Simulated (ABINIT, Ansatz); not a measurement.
# How the form of the self-energy moves the gap of TiO2 (Anatase), part 2 of 2

How much does the gap of TiO2 (Anatase) depend on the approximation to the self-energy?

ABINIT 10.8.3; PBE and many-body steps on it, plane waves. Known limits of the many-body steps: not at the basis limit.

So far. Step 4 (G0W0, Godby-Needs plasmon pole): The gap on the mesh goes from 2.19 eV to 3.71 eV, a correction of +1.53 eV. Step 5 (G0W0, Hybertsen-Louie plasmon pole): Against G0W0 in ABINIT (4×4×4 mesh, 106 bands, screening to 141.5 eV, Godby-Needs plasmon pole), the gap moves by +0.657 eV.

## (6) G0W0, Engel-Farid plasmon pole

Level of this step: G0W0 on PBE, plane waves, norm-conserving pseudopotentials (ABINIT).

The input, run.abi:

```
acell 3*1.0 Angstrom
rprim 
  -1.892100000000 1.892100000000 4.757300000000
  1.892100000000 -1.892100000000 4.757300000000
  1.892100000000 1.892100000000 -4.757300000000
ntypat 2
znucl 22 8
natom 6
typat 1 1 2 2 2 2
xred 
  0.000000000000 0.000000000000 0.000000000000
  0.750000000000 0.250000000000 0.500000000000
  0.208100000000 0.208100000000 0.000000000000
  0.958100000000 0.458100000000 0.500000000000
  0.541900000000 0.041900000000 0.500000000000
  0.791900000000 0.791900000000 0.000000000000
pp_dirpath "pseudos"
pseudos "Ti.upf, O.upf"
ecut 38
ngkpt 4 4 4
nshiftk 1
shiftk 0 0 0
kptopt 1
chksymbreak 0
istwfk *1
occopt 1
irdwfk 1
optdriver 4
nband 106
gwcalctyp 0
ecutsigx 38
symsigma 1
nkptgw 3
kptgw 
  0.5000000000 0.5000000000 0.0000000000
  0.0000000000 0.0000000000 0.0000000000
  -0.2500000000 -0.2500000000 0.2500000000
bdgw 
  23 26
  23 26
  23 26
ecuteps 5.2
irdscr 1
ppmodel 4
indata_prefix "in"
outdata_prefix "out"
tmpdata_prefix "tmp"
gwmem 00
```

Run with:

```console
$ OMP_NUM_THREADS=1 mpirun -n 4 abinit run.abi > log
```

Numbers of over 12 decimals in the logs are rounded to 6 here.

Log:

```text
.Version 10.8.3 of ABINIT. v10.8.2 released Aug 2026.

 Symmetries : space group I4_1/a m d (#141); Bravais tI (body-center tetrag.)
[... echo of the input left out ...]
== DATASET  1 ==================================================================
-   mpi_nproc: 4, omp_nthreads: 1 (-1 if OMP is not activated)

--- !DatasetInfo
iteration_state: {dtset: 1, }
dimensions: {natom: 6, nkpt: 13, mband: 106, nsppol: 1, nspinor: 1, nspden: 1, mpw: 5174, }
cutoff_energies: {ecut:  38.0, pawecutdg:  -1.0, }
[...]
Band     E0 <VxcDFT>   SigX SigC(E0)      Z dSigC/dE  Sig(E)    E-E0       E
[...]
25   6.385 -19.488 -11.831  -5.357   0.803  -0.245 -17.642   1.846   8.231
       26   6.912 -20.310 -12.031  -5.750   0.796  -0.256 -18.296   2.014   8.926

== END DATASET(S) ==============================================================
================================================================================

 -outvars: echo values of variables after computation  --------
           etotal      0.0000000000E+00
            nband         106
             nkpt          13
          spgroup         141
 [... the other variables as echoed above ...]

 Calculation completed.
```

The job ended after 54 s (4 MPI ranks of Arm Neoverse V1, shared host; peak memory 1.1 GiB).

Numbers from this step:

| Property | Result |
| --- | --- |
| G0W0 gap on the points computed | 3.824 eV |
| starting gap on the mesh | 2.189 eV |
| k of the valence top | 0.5, 0.5, 0 |
| k of the conduction bottom | 0, 0, 0 |
| least direct G0W0 gap on the computed points | 4.173 eV |

Against G0W0 in ABINIT (4×4×4 mesh, 106 bands, screening to 141.5 eV, Godby-Needs plasmon pole), the gap moves by +0.110 eV.

## (7) One-shot Hartree-Fock

This step: one-shot Hartree-Fock on PBE, plane waves, norm-conserving pseudopotentials.

run.abi, as its differences from that of step 6:

```diff
@@ -28,4 +28,4 @@
 optdriver 4
-nband 106
-gwcalctyp 0
+nband 28
+gwcalctyp 5
 ecutsigx 38
@@ -41,5 +41,4 @@
   23 26
-ecuteps 5.2
-irdscr 1
-ppmodel 4
+ixc_sigma 40
+fftgw 31
 indata_prefix "in"
```

Log:

```text
.Version 10.8.3 of ABINIT. v10.8.2 released Aug 2026.

 Symmetries : space group I4_1/a m d (#141); Bravais tI (body-center tetrag.)
[... echo of the input left out ...]
== DATASET  1 ==================================================================
-   mpi_nproc: 4, omp_nthreads: 1 (-1 if OMP is not activated)

--- !DatasetInfo
iteration_state: {dtset: 1, }
dimensions: {natom: 6, nkpt: 13, mband: 28, nsppol: 1, nspinor: 1, nspden: 1, mpw: 5174, }
cutoff_energies: {ecut:  38.0, pawecutdg:  -1.0, }
[...]
Band     E0 <VxcDFT>   SigX SigC(E0)      Z dSigC/dE  Sig(E)    E-E0       E
[...]
25   6.385 -19.488 -11.831   0.000   1.000   0.000 -11.831   7.657  14.041
       26   6.912 -20.310 -12.031   0.000   1.000   0.000 -12.031   8.279  15.190

== END DATASET(S) ==============================================================
================================================================================

 -outvars: echo values of variables after computation  --------
           etotal      0.0000000000E+00
            nband          28
             nkpt          13
          spgroup         141
 [... the other variables as echoed above ...]

 Calculation completed.
```

Wall time 12 s (4 MPI ranks); peak memory 0.96 GiB.

Numbers from this step:

```yaml
quasiparticle_gap_on_the_points_computed: 14.44 eV
starting_gap_on_the_mesh: 2.189 eV
k_of_the_valence_top: 0.5, 0.5, 0
k_of_the_conduction_bottom: 0, 0, 0
least_direct_quasiparticle_gap_on_the_computed_points: 14.81 eV
```

Against G0W0 in ABINIT (4×4×4 mesh, 106 bands, screening to 141.5 eV, Godby-Needs plasmon pole), the gap moves by +10.727 eV.

## (8) Side by side

Times are wall times on 4 MPI ranks of Arm Neoverse V1, shared host, good to a factor of about two. A run's time includes the screening step that it read.

```
                               run   mesh  bands  screening cutoff (eV)  DFT gap (eV)  gap on the mesh (eV)  direct (eV)  ε∞ used    time
    G0W0, Godby-Needs plasmon pole  4×4×4    106                  141.5         2.189                 3.714        4.057     6.67  25 min
G0W0, Hybertsen-Louie plasmon pole  4×4×4    106                  141.5         2.189                 4.371        4.723     6.67  25 min
    G0W0, Engel-Farid plasmon pole  4×4×4    106                  141.5         2.189                 3.824        4.173     6.67  25 min
             one-shot Hartree-Fock  4×4×4      -                      -         2.189                14.441       14.812        -    12 s
```

## (9) Outcome

| Property | Result |
| --- | --- |
| G0W0, Godby-Needs plasmon pole | 3.714 eV |
| G0W0, Hybertsen-Louie plasmon pole | 4.371 eV |
| G0W0, Engel-Farid plasmon pole | 3.824 eV |
| one-shot Hartree-Fock | 14.441 eV |
| known limits | not at the basis limit |

G0W0, Hybertsen-Louie plasmon pole: +0.657 eV against G0W0, Godby-Needs plasmon pole. G0W0, Engel-Farid plasmon pole: +0.110 eV against G0W0, Godby-Needs plasmon pole. One-shot Hartree-Fock: +10.727 eV against G0W0, Godby-Needs plasmon pole. Bare exchange alone opens the gap to 14.44 eV; against G0W0, correlation takes back 10.73 eV. Against experiment, by G0W0, Godby-Needs plasmon pole: the direct gap of 4.06 eV lies +0.19 eV from the measured 3.87 eV (direct, 2023); the gap of 3.71 eV lies +0.61 eV from the measured 3.1 eV (optical, 2020); the gap of 3.71 eV lies +0.42 eV from the measured 3.293 eV (indirect, 300 K, 2024); the direct gap of 4.06 eV lies +0.08 eV from the measured 3.98 eV (electronic, quoted 2020); the gap of 3.71 eV lies +0.54 eV from the measured 3.17 eV (kind not stated, 2020). An exciton line or allowed optical edge lies below the quasiparticle gap by the binding energy; a forbidden edge can push the onset above it. These are gaps on the mesh, at modest bands and cutoff. The calculation has static nuclei and no excitons; a measured gap holds zero-point and thermal motion, which mostly lowers it. Bands and cutoff are finite, so the gap is not at the basis limit. The miss can reach some tenths of an eV and take either sign; the mesh is an error of its own. In the G0W0 runs levels were corrected at 3 k points alone, so a gap called «on the mesh» is the least over those, and an edge elsewhere would be missed.

[Paths, hosts, dates, memory and timing lines, banners, echoed tables and standing remarks are left out of the program output.]

[Logs are printed without paths, hosts, clocks, repeated set-up lines and the standing remarks that a program may print on its own settings, such as how far it seeks lower states.]

[Runs of the session that timed out or met a known fault of the program may be left out.]

[Hosts, paths, dates, database ids (printed as entryN), source tags and the programs' standing remarks are cut or masked in the printed files.]

[G0W0 gaps are taken among the corrected bands and points alone; a level outside them can change the order at an edge.]

[Where Ansatz stands beside ABINIT at settings called matched, ABINIT's density can come from a denser mesh and the files from another edition; pairs whose starting gaps differed by over 0.03 eV were left out, so agreement reads better than it is.]
